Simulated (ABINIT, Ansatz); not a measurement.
# Quasiparticle gap of CsPbCl3 (Pm-3m) in ABINIT, part 2 of 3

Aim: the G0W0 gap of CsPbCl3 (Pm-3m) on PBE, step by step.

ABINIT 10.8.3; PBE and many-body steps on it, plane waves. Known limits of the many-body steps: not at the basis limit; no spin-orbit coupling; coarse k mesh.

So far. Step 2 (Ground state): The gap is direct, at (0.500, 0.500, 0.500).

## Step 3: Bands along the symmetry lines

Level of this step: DFT, PBE, plane waves, norm-conserving pseudopotentials (ABINIT).

The cheap functional maps the bands first; the places of the edges decide which points the dearer methods must see.

Input file run.abi:

```
acell 3*1.0 Angstrom
rprim 
  5.605000000000 0.000000000000 0.000000000000
  0.000000000000 5.605000000000 0.000000000000
  0.000000000000 0.000000000000 5.605000000000
ntypat 3
znucl 55 82 17
natom 5
typat 1 2 3 3 3
xred 
  0.000000000000 0.000000000000 0.000000000000
  0.500000000000 0.500000000000 0.500000000000
  0.500000000000 0.500000000000 0.000000000000
  0.000000000000 0.500000000000 0.500000000000
  0.500000000000 0.000000000000 0.500000000000
pp_dirpath "pseudos"
pseudos "Cs.upf, Pb.upf, Cl.upf"
ecut 32
iscf -2
irdden 1
kptopt 0
nkpt 26
kpt 
  0.00000000 0.00000000 0.00000000
  0.00000000 0.12500000 0.00000000
  0.00000000 0.25000000 0.00000000
  0.00000000 0.37500000 0.00000000
  0.00000000 0.50000000 0.00000000
  0.12500000 0.50000000 0.00000000
  0.25000000 0.50000000 0.00000000
  0.37500000 0.50000000 0.00000000
  0.50000000 0.50000000 0.00000000
  0.37500000 0.37500000 0.00000000
  0.25000000 0.25000000 0.00000000
  0.12500000 0.12500000 0.00000000
  0.00000000 0.00000000 0.00000000
  0.12500000 0.12500000 0.12500000
  0.25000000 0.25000000 0.25000000
  0.37500000 0.37500000 0.37500000
  0.50000000 0.50000000 0.50000000
  0.37500000 0.50000000 0.37500000
  0.25000000 0.50000000 0.25000000
  0.12500000 0.50000000 0.12500000
  0.00000000 0.50000000 0.00000000
  0.50000000 0.50000000 0.50000000
  0.50000000 0.50000000 0.37500000
  0.50000000 0.50000000 0.25000000
  0.50000000 0.50000000 0.12500000
  0.50000000 0.50000000 0.00000000
istwfk *1
nband 33
nbdbuf 2
tolwfr 1e-08
nstep 40
prtwf 0
prtvol 0
indata_prefix "in"
outdata_prefix "out"
tmpdata_prefix "tmp"
```

The run is started by

```console
$ OMP_NUM_THREADS=1 mpirun -n 4 abinit run.abi > log
```

Numbers of over 12 decimals in the logs are rounded to 6 here.

What it wrote:

```text
.Version 10.8.3 of ABINIT. v10.8.2 released Aug 2026.

 Symmetries : space group Pm -3 m (#221); Bravais cP (primitive cubic)
[... echo of the input left out ...]
== DATASET  1 ==================================================================
-   mpi_nproc: 4, omp_nthreads: 1 (-1 if OMP is not activated)

--- !DatasetInfo
iteration_state: {dtset: 1, }
dimensions: {natom: 5, nkpt: 26, mband: 33, nsppol: 1, nspinor: 1, nspden: 1, mpw: 10315, }
cutoff_energies: {ecut:  32.0, pawecutdg:  -1.0, }
electrons: {nelect:   5.20000000E+01, charge:   0.00000000E+00, occopt:   1.00000000E+00, tsmear:   1.00000000E-02, }

 Real(R)+Recip(G) space primitive vectors, cartesian coordinates (Bohr,Bohr^-1):
 R(1)= 10.5919149  0.0000000  0.0000000  G(1)=  0.0944116  0.0000000  0.0000000
 R(2)=  0.0000000 10.5919149  0.0000000  G(2)=  0.0000000  0.0944116  0.0000000
 R(3)=  0.0000000  0.0000000 10.5919149  G(3)=  0.0000000  0.0000000  0.0944116
 Unit cell volume ucvol=  1.1882928E+03 bohr^3
 Angles (23,13,12)=  9.00000000E+01  9.00000000E+01  9.00000000E+01 degrees

 getcut: wavevector=  0.0000  0.0000  0.0000  ngfft=  54  54  54
         ecut(hartree)=     32.000   => boxcut(ratio)=   2.00207

--- Pseudopotential description ------------------------------------------------
- Cs Generated using ONCVPSP code by D. R. Hamann
- 55.00000   9.00000  171031                  znucl, zion, pspdat
12 -101130 3 -1 2414                          pspcod,pspxc,lmax,lloc,mmax
     nproj     2     2     2     2
  pspatm : epsatm=   22.81663564
         --- l  ekb(1:nproj) -->
             0    6.176104    0.756334
             1    6.263084    0.786397
             2    3.737592    0.906929
[...]
pspatm: atomic psp has been read  and splines computed

- Pb Generated using ONCVPSP code by D. R. Hamann
- 82.00000  22.00000  220131                  znucl, zion, pspdat
12 -101130 3 -1 1692                          pspcod,pspxc,lmax,lloc,mmax
     nproj     2     2     2     1
  pspatm : epsatm=   27.21822286
         --- l  ekb(1:nproj) -->
[...]
3    9.337611
 pspatm: atomic psp has been read  and splines computed

- Cl Generated using ONCVPSP code by D. R. Hamann
- 17.00000   7.00000  171031                  znucl, zion, pspdat
12 -101130 2 -1 1028                          pspcod,pspxc,lmax,lloc,mmax
     nproj     2     2     2     0
  pspatm : epsatm=    9.12776517
         --- l  ekb(1:nproj) -->
[...]
pspatm: atomic psp has been read  and splines computed

--------------------------------------------------------------------------------

================================================================================
 prteigrs : about to open file out_EIG
 Non-SCF case, kpt    1 (  0.00000  0.00000  0.00000), residuals and eigenvalues=
  6.30E-09  1.92E-09  4.87E-09  8.05E-09  7.00E-09  3.92E-09  8.29E-09  4.08E-09
[...]
Non-SCF case, kpt   25 (  0.50000  0.50000  0.12500), residuals and eigenvalues=
[...]
Non-SCF case, kpt   26 (  0.50000  0.50000  0.00000), residuals and eigenvalues=
[...]
-2.3826E-02 -2.7424E-03 -2.7424E-03 -1.4325E-03 -1.4325E-03  8.2114E-04
  2.0686E-02  7.2320E-02  1.9495E-01  1.9495E-01  2.8318E-01  3.0027E-01
[...]
--- !ResultsGS
iteration_state: {dtset: 1, }
comment   : Summary of ground state results
lattice_vectors:
- [ 10.5919149,   0.0000000,   0.0000000, ]
- [  0.0000000,  10.5919149,   0.0000000, ]
- [  0.0000000,   0.0000000,  10.5919149, ]
lattice_lengths: [  10.59191,   10.59191,   10.59191, ]
lattice_angles: [ 90.000,  90.000,  90.000, ] # degrees, (23, 13, 12)
lattice_volume:   1.1882928E+03
convergence: {deltae:  0.000E+00, res2:  0.000E+00, residm:  9.999E-09, diffor:  0.000E+00, }
etotal    :  -2.82636524E+02
entropy   :   0.00000000E+00
fermie    :   1.02427899E-01
cartesian_stress_tensor: null
pressure_GPa: null
xred      :
- [  0.0000E+00,   0.0000E+00,   0.0000E+00, Cs]
- [  5.0000E-01,   5.0000E-01,   5.0000E-01, Pb]
- [  5.0000E-01,   5.0000E-01,   0.0000E+00, Cl]
- [  0.0000E+00,   5.0000E-01,   5.0000E-01, Cl]
- [  5.0000E-01,   0.0000E+00,   5.0000E-01, Cl]
cartesian_forces: null
force_length_stats: {min: null, max: null, mean: null, }

 Integrated electronic density in atomic spheres:
 ------------------------------------------------
 Atom  Sphere_radius  Integrated_density
[...]
================================================================================

 ----iterations are completed or convergence reached----

 Mean square residual over all n,k,spin=   68.168E-10; max=  99.992E-10
 reduced coordinates (array xred) for    5 atoms
[...]
0.000000000000      0.500000000000      0.500000000000
       0.500000000000      0.000000000000      0.500000000000

 cartesian coordinates (angstrom) at end:
    1      0.000000     0.000000     0.000000
    2      2.802500     2.802500     2.802500
    3      2.802500     2.802500     0.000000
    4      0.000000     2.802500     2.802500
    5      2.802500     0.000000     2.802500
 length scales=  1.889726125908  1.889726125908  1.889726125908 bohr
              =  1.000000000000  1.000000000000  1.000000000000 angstroms
 prteigrs : about to open file out_EIG
 Eigenvalues (hartree) for nkpt=  26  k points:
 kpt#   1, nband= 33, wtk=  1.00000, kpt=  0.0000  0.0000  0.0000 (reduced coord)
[...]
kpt#   2, nband= 33, wtk=  1.00000, kpt=  0.0000  0.1250  0.0000 (reduced coord)
[...]
kpt#   3, nband= 33, wtk=  1.00000, kpt=  0.0000  0.2500  0.0000 (reduced coord)
[...]
kpt#  25, nband= 33, wtk=  1.00000, kpt=  0.5000  0.5000  0.1250 (reduced coord)
[...]
0.32530
 kpt#  26, nband= 33, wtk=  1.00000, kpt=  0.5000  0.5000  0.0000 (reduced coord)
[...]
-0.19641   -0.06162   -0.02383   -0.00274   -0.00274   -0.00143   -0.00143    0.00082
   0.02069    0.07232    0.19495    0.19495    0.28318    0.30027    0.31371    0.32720
   0.33270

== END DATASET(S) ==============================================================
================================================================================

 -outvars: echo values of variables after computation  --------
            nband          33
             nkpt          26
          spgroup         221
 [... the other variables as echoed above ...]

 Calculation completed.
```

Wall time 1.7 min (4 MPI ranks of Arm Neoverse N1, shared host); peak memory 0.44 GiB.

Numbers from this step:

- gap: 1.932 eV
- k of the valence top: 0.5, 0.5, 0.5
- k of the conduction bottom: 0.5, 0.5, 0.5
- least direct gap: 1.932 eV

The gap is 1.932 eV, as in the run before at this level.

Electronic bands along the path, in eV, zero at the top of the highest filled band:

| point | band 23 | band 24 | band 25 | band 26 | band 27 | band 28 | band 29 | band 30 |
| --- | --- | --- | --- | --- | --- | --- | --- | --- |
| Γ | -2.64 | -2.54 | -2.54 | -2.54 | 3.34 | 4.28 | 4.28 | 5.19 |
| halfway | -2.69 | -2.59 | -2.59 | -2.44 | 3.85 | 4.63 | 4.69 | 4.83 |
| X | -2.74 | -2.64 | -2.64 | -1.69 | 3.02 | 4.68 | 5.19 | 5.33 |
| halfway | -2.73 | -2.65 | -2.40 | -1.46 | 2.76 | 4.07 | 5.10 | 5.16 |
| M | -2.83 | -2.76 | -2.22 | -0.82 | 2.52 | 2.52 | 4.92 | 5.38 |
| halfway | -2.66 | -2.63 | -2.43 | -2.26 | 4.08 | 4.25 | 4.63 | 5.04 |
| Γ | -2.64 | -2.54 | -2.54 | -2.54 | 3.34 | 4.28 | 4.28 | 5.19 |
| halfway | -2.45 | -2.45 | -2.44 | -2.10 | 3.91 | 3.91 | 3.99 | 4.88 |
| R | -2.21 | -2.21 | -2.21 | 0.00 | 1.93 | 1.93 | 1.93 | 5.10 |
| halfway | -2.49 | -2.46 | -2.36 | -1.26 | 2.48 | 3.67 | 3.83 | 5.20 |
| X | -2.74 | -2.64 | -2.64 | -1.69 | 3.02 | 4.68 | 5.19 | 5.33 |
| jump to R | -2.21 | -2.21 | -2.21 | 0.00 | 1.93 | 1.93 | 1.93 | 5.10 |
| halfway | -2.44 | -2.44 | -2.22 | -0.62 | 2.22 | 2.22 | 3.49 | 5.46 |
| M | -2.83 | -2.76 | -2.22 | -0.82 | 2.52 | 2.52 | 4.92 | 5.38 |

## Step 4: Empty states on the mesh, 2×2×2 mesh, 605 bands

The sums over transitions need many empty states on a uniform mesh; this step solves for them.

Input file run.abi:

```
acell 3*1.0 Angstrom
rprim 
  5.605000000000 0.000000000000 0.000000000000
  0.000000000000 5.605000000000 0.000000000000
  0.000000000000 0.000000000000 5.605000000000
ntypat 3
znucl 55 82 17
natom 5
typat 1 2 3 3 3
xred 
  0.000000000000 0.000000000000 0.000000000000
  0.500000000000 0.500000000000 0.500000000000
  0.500000000000 0.500000000000 0.000000000000
  0.000000000000 0.500000000000 0.500000000000
  0.500000000000 0.000000000000 0.500000000000
pp_dirpath "pseudos"
pseudos "Cs.upf, Pb.upf, Cl.upf"
ecut 32
ngkpt 2 2 2
nshiftk 1
shiftk 0 0 0
kptopt 1
chksymbreak 0
iscf -2
irdden 1
istwfk *1
nband 605
nbdbuf 54
tolwfr 1e-09
nstep 60
prtvol 0
indata_prefix "in"
outdata_prefix "out"
tmpdata_prefix "tmp"
```

What it wrote:

```text
.Version 10.8.3 of ABINIT. v10.8.2 released Aug 2026.

 Symmetries : space group Pm -3 m (#221); Bravais cP (primitive cubic)
[... echo of the input left out ...]
== DATASET  1 ==================================================================
-   mpi_nproc: 4, omp_nthreads: 1 (-1 if OMP is not activated)

--- !DatasetInfo
iteration_state: {dtset: 1, }
dimensions: {natom: 5, nkpt: 4, mband: 605, nsppol: 1, nspinor: 1, nspden: 1, mpw: 10280, }
cutoff_energies: {ecut:  32.0, pawecutdg:  -1.0, }
electrons: {nelect:   5.20000000E+01, charge:   0.00000000E+00, occopt:   1.00000000E+00, tsmear:   1.00000000E-02, }

 Real(R)+Recip(G) space primitive vectors, cartesian coordinates (Bohr,Bohr^-1):
 R(1)= 10.5919149  0.0000000  0.0000000  G(1)=  0.0944116  0.0000000  0.0000000
 R(2)=  0.0000000 10.5919149  0.0000000  G(2)=  0.0000000  0.0944116  0.0000000
 R(3)=  0.0000000  0.0000000 10.5919149  G(3)=  0.0000000  0.0000000  0.0944116
 Unit cell volume ucvol=  1.1882928E+03 bohr^3
 Angles (23,13,12)=  9.00000000E+01  9.00000000E+01  9.00000000E+01 degrees

 getcut: wavevector=  0.0000  0.0000  0.0000  ngfft=  54  54  54
         ecut(hartree)=     32.000   => boxcut(ratio)=   2.00207

--- Pseudopotential description ------------------------------------------------
- Cs Generated using ONCVPSP code by D. R. Hamann
- 55.00000   9.00000  171031                  znucl, zion, pspdat
12 -101130 3 -1 2414                          pspcod,pspxc,lmax,lloc,mmax
     nproj     2     2     2     2
  pspatm : epsatm=   22.81663564
         --- l  ekb(1:nproj) -->
             0    6.176104    0.756334
             1    6.263084    0.786397
             2    3.737592    0.906929
[...]
pspatm: atomic psp has been read  and splines computed

- Pb Generated using ONCVPSP code by D. R. Hamann
- 82.00000  22.00000  220131                  znucl, zion, pspdat
12 -101130 3 -1 1692                          pspcod,pspxc,lmax,lloc,mmax
     nproj     2     2     2     1
  pspatm : epsatm=   27.21822286
         --- l  ekb(1:nproj) -->
[...]
3    9.337611
 pspatm: atomic psp has been read  and splines computed

- Cl Generated using ONCVPSP code by D. R. Hamann
- 17.00000   7.00000  171031                  znucl, zion, pspdat
12 -101130 2 -1 1028                          pspcod,pspxc,lmax,lloc,mmax
     nproj     2     2     2     0
  pspatm : epsatm=    9.12776517
         --- l  ekb(1:nproj) -->
[...]
pspatm: atomic psp has been read  and splines computed

--------------------------------------------------------------------------------

================================================================================
 prteigrs : about to open file out_EIG
 Non-SCF case, kpt    1 (  0.00000  0.00000  0.00000), residuals and eigenvalues=
  7.30E-10  2.18E-10  1.35E-10  2.02E-10  8.25E-11  7.10E-10  8.59E-10  5.86E-10
  6.78E-10  8.26E-10  1.04E-10  1.49E-10  1.78E-10  1.35E-10  1.69E-10  2.52E-10
  1.54E-10  1.23E-10  1.46E-10  2.12E-10  7.77E-11  1.84E-10  2.53E-10  1.38E-10
[...]
3.76E-04  1.17E-03  3.44E-04  4.27E-04  6.11E-04
 -5.0237E+00 -2.8816E+00 -2.8816E+00 -2.8816E+00 -6.8291E-01 -5.1653E-01
 -5.1653E-01 -5.0762E-01 -5.0762E-01 -5.0762E-01 -4.5513E-01 -4.2305E-01
 -4.2305E-01 -1.9776E-01 -1.9776E-01 -1.9776E-01 -1.4101E-01 -6.9483E-02
[...]
4.4591E+00  4.4633E+00  4.4852E+00  4.4853E+00  4.4854E+00  4.5027E+00
  4.5032E+00  4.5078E+00  4.5162E+00  4.5168E+00  4.5171E+00  4.5197E+00
  4.5203E+00  4.5225E+00  4.5422E+00  4.5448E+00  4.5484E+00
 prteigrs : prtvol=0 or 1, do not print more k-points.

--- !ResultsGS
iteration_state: {dtset: 1, }
comment   : Summary of ground state results
lattice_vectors:
- [ 10.5919149,   0.0000000,   0.0000000, ]
- [  0.0000000,  10.5919149,   0.0000000, ]
- [  0.0000000,   0.0000000,  10.5919149, ]
lattice_lengths: [  10.59191,   10.59191,   10.59191, ]
lattice_angles: [ 90.000,  90.000,  90.000, ] # degrees, (23, 13, 12)
lattice_volume:   1.1882928E+03
convergence: {deltae:  0.000E+00, res2:  0.000E+00, residm:  9.845E-10, diffor:  0.000E+00, }
etotal    :  -2.82636524E+02
entropy   :   0.00000000E+00
fermie    :   1.02427899E-01
cartesian_stress_tensor: null
pressure_GPa: null
xred      :
- [  0.0000E+00,   0.0000E+00,   0.0000E+00, Cs]
- [  5.0000E-01,   5.0000E-01,   5.0000E-01, Pb]
- [  5.0000E-01,   5.0000E-01,   0.0000E+00, Cl]
- [  0.0000E+00,   5.0000E-01,   5.0000E-01, Cl]
- [  5.0000E-01,   0.0000E+00,   5.0000E-01, Cl]
cartesian_forces: null
force_length_stats: {min: null, max: null, mean: null, }

 Integrated electronic density in atomic spheres:
 ------------------------------------------------
 Atom  Sphere_radius  Integrated_density
[...]
================================================================================

 ----iterations are completed or convergence reached----

 Mean square residual over all n,k,spin=   36.361E-11; max=  98.450E-11
 reduced coordinates (array xred) for    5 atoms
[...]
0.000000000000      0.500000000000      0.500000000000
       0.500000000000      0.000000000000      0.500000000000

 cartesian coordinates (angstrom) at end:
    1      0.000000     0.000000     0.000000
    2      2.802500     2.802500     2.802500
    3      2.802500     2.802500     0.000000
    4      0.000000     2.802500     2.802500
    5      2.802500     0.000000     2.802500
 length scales=  1.889726125908  1.889726125908  1.889726125908 bohr
              =  1.000000000000  1.000000000000  1.000000000000 angstroms
 prteigrs : about to open file out_EIG
 Eigenvalues (hartree) for nkpt=   4  k points:
 kpt#   1, nband=605, wtk=  0.12500, kpt=  0.0000  0.0000  0.0000 (reduced coord)
[...]
4.44309    4.45206    4.45908    4.45909    4.45909    4.46335    4.48515    4.48528
   4.48538    4.50265    4.50319    4.50784    4.51625    4.51682    4.51710    4.51966
   4.52031    4.52253    4.54218    4.54479    4.54835
 prteigrs : prtvol=0 or 1, do not print more k-points.

== END DATASET(S) ==============================================================
================================================================================

 -outvars: echo values of variables after computation  --------
            nband         605
             nkpt           4
          spgroup         221
 [... the other variables as echoed above ...]

 Calculation completed.
```

The job ended after 16 min (4 MPI ranks; peak memory 0.99 GiB; 64 min of CPU time).

This step gave:

```yaml
gap: 1.932 eV
k_of_the_valence_top: 0.5, 0.5, 0.5
k_of_the_conduction_bottom: 0.5, 0.5, 0.5
least_direct_gap: 1.932 eV
k_points_computed: 4
lowest_point_of_the_top_converged_band_above_the_valence_top: 111.6159 eV
```

On this mesh the gap is 1.932 eV.

## Step 5: Screening, 2×2×2 mesh, 551 bands, screening to 217.7 eV

The RPA dielectric matrix is built and inverted for each q.

This step: RPA screening on PBE, plane waves, norm-conserving pseudopotentials.

Changes to run.abi since step 4:

```diff
@@ -23,10 +23,11 @@
 chksymbreak 0
-iscf -2
-irdden 1
 istwfk *1
-nband 605
-nbdbuf 54
-tolwfr 1e-09
-nstep 60
-prtvol 0
+occopt 1
+irdwfk 1
+optdriver 3
+nband 551
+ecuteps 8
+inclvkb 2
+awtr 1
+symchi 1
 indata_prefix "in"
```

What it wrote:

```text
.Version 10.8.3 of ABINIT. v10.8.2 released Aug 2026.

 Symmetries : space group Pm -3 m (#221); Bravais cP (primitive cubic)
[... echo of the input left out ...]
== DATASET  1 ==================================================================
-   mpi_nproc: 4, omp_nthreads: 1 (-1 if OMP is not activated)

--- !DatasetInfo
iteration_state: {dtset: 1, }
dimensions: {natom: 5, nkpt: 4, mband: 551, nsppol: 1, nspinor: 1, nspden: 1, mpw: 10280, }
cutoff_energies: {ecut:  32.0, pawecutdg:  -1.0, }
electrons: {nelect:   5.20000000E+01, charge:   0.00000000E+00, occopt:   1.00000000E+00, tsmear:   1.00000000E-02, }

 SCREENING: Calculation of the susceptibility and dielectric matrices

 Based on a program developped by R.W. Godby, V. Olevano, G. Onida, and L. Reining.
 Incorporated in ABINIT by V. Olevano, G.-M. Rignanese, and M. Torrent.
.Using double precision arithmetic ; gwpc =  8

[... cell and pseudopotentials left out ...]
--------------------------------------------------------------------------------

 ==== K-mesh for the wavefunctions ====
 Number of points in the irreducible wedge :     4
[... list of points left out ...]
 Together with 48 symmetry operations and time-reversal symmetry
 yields     8 points in the full Brillouin Zone.

 ==== Q-mesh for the screening function ====
 Number of points in the irreducible wedge :     4
[... list of points left out ...]
 Together with 48 symmetry operations and time-reversal symmetry
 yields     8 points in the full Brillouin Zone.

 setmesh: FFT mesh size selected  =    45x   45x   45
          total number of points  =        91125

 vcoul_init : cutoff-mode = AUXILIARY_FUNCTION
 q-points for optical limit:   1
     1)      0.000010    0.000020    0.000030

- screening: taking advantage of time-reversal symmetry
- Maximum band index for partially occupied states nbvw = 26
- Remaining bands to be divided among processors   nbcw = 525
- Number of bands treated by each node ~131

 Number of electrons calculated from density =   52.0000; Expected =   52.0000
 average of density, n =  0.043760
 r_s =    1.7604
 omega_plasma =   20.1788 [eV]

 calculating chi0 at frequencies [eV] :
  1    0.000000E+00    0.000000E+00
  2    0.000000E+00    2.017881E+01

--------------------------------------------------------------------------------
  q-point number  1        q = ( 0.000000, 0.000000, 0.000000) [r.l.u.]
--------------------------------------------------------------------------------
[... chi0 elements left out ...]
 For q-point:  0.000010 0.000020 0.000030
  dielectric constant =   7.2336
  dielectric constant without local fields =   8.2230

  Average fulfillment of the sum rule on Im[epsilon] for q-point    1 :     87.29  [%]
[... wings left out ...]
  q-point number  2        q = ( 0.500000, 0.000000, 0.000000) [r.l.u.]
--------------------------------------------------------------------------------
[... chi0 elements left out ...]
  Average fulfillment of the sum rule on Im[epsilon] for q-point    2 :     90.02  [%]

 [... 2 further q-points ...]
```

It took 14 min on 4 MPI ranks; peak memory 4.9 GiB.

Numbers from this step:

```
ε∞ with local fields, on this mesh, along the program's q direction : 7.234
the same without local fields                                       : 8.223
plasma frequency                                                    : 20.18 eV
plane waves in the screening matrix                                 : 1309
```

Local fields lower ε∞ by 12 %. On a Γ-centred mesh this coarse the value itself is usually too large, while a short band sum pulls it down.

(Part 2 of 3 ends here.)

[Paths, hosts, dates, memory and timing lines, banners, echoed tables and standing remarks are left out of the program output.]

[Logs are printed without paths, hosts, clocks, repeated set-up lines and the standing remarks that a program may print on its own settings, such as how far it seeks lower states.]

[Runs of the session that timed out or met a known fault of the program may be left out.]

[Hosts, paths, dates, database ids (printed as entryN), source tags and the programs' standing remarks are cut or masked in the printed files.]

[G0W0 gaps are taken among the corrected bands and points alone; a level outside them can change the order at an edge.]

[Where Ansatz stands beside ABINIT at settings called matched, ABINIT's density can come from a denser mesh and the files from another edition; pairs whose starting gaps differed by over 0.03 eV were left out, so agreement reads better than it is.]
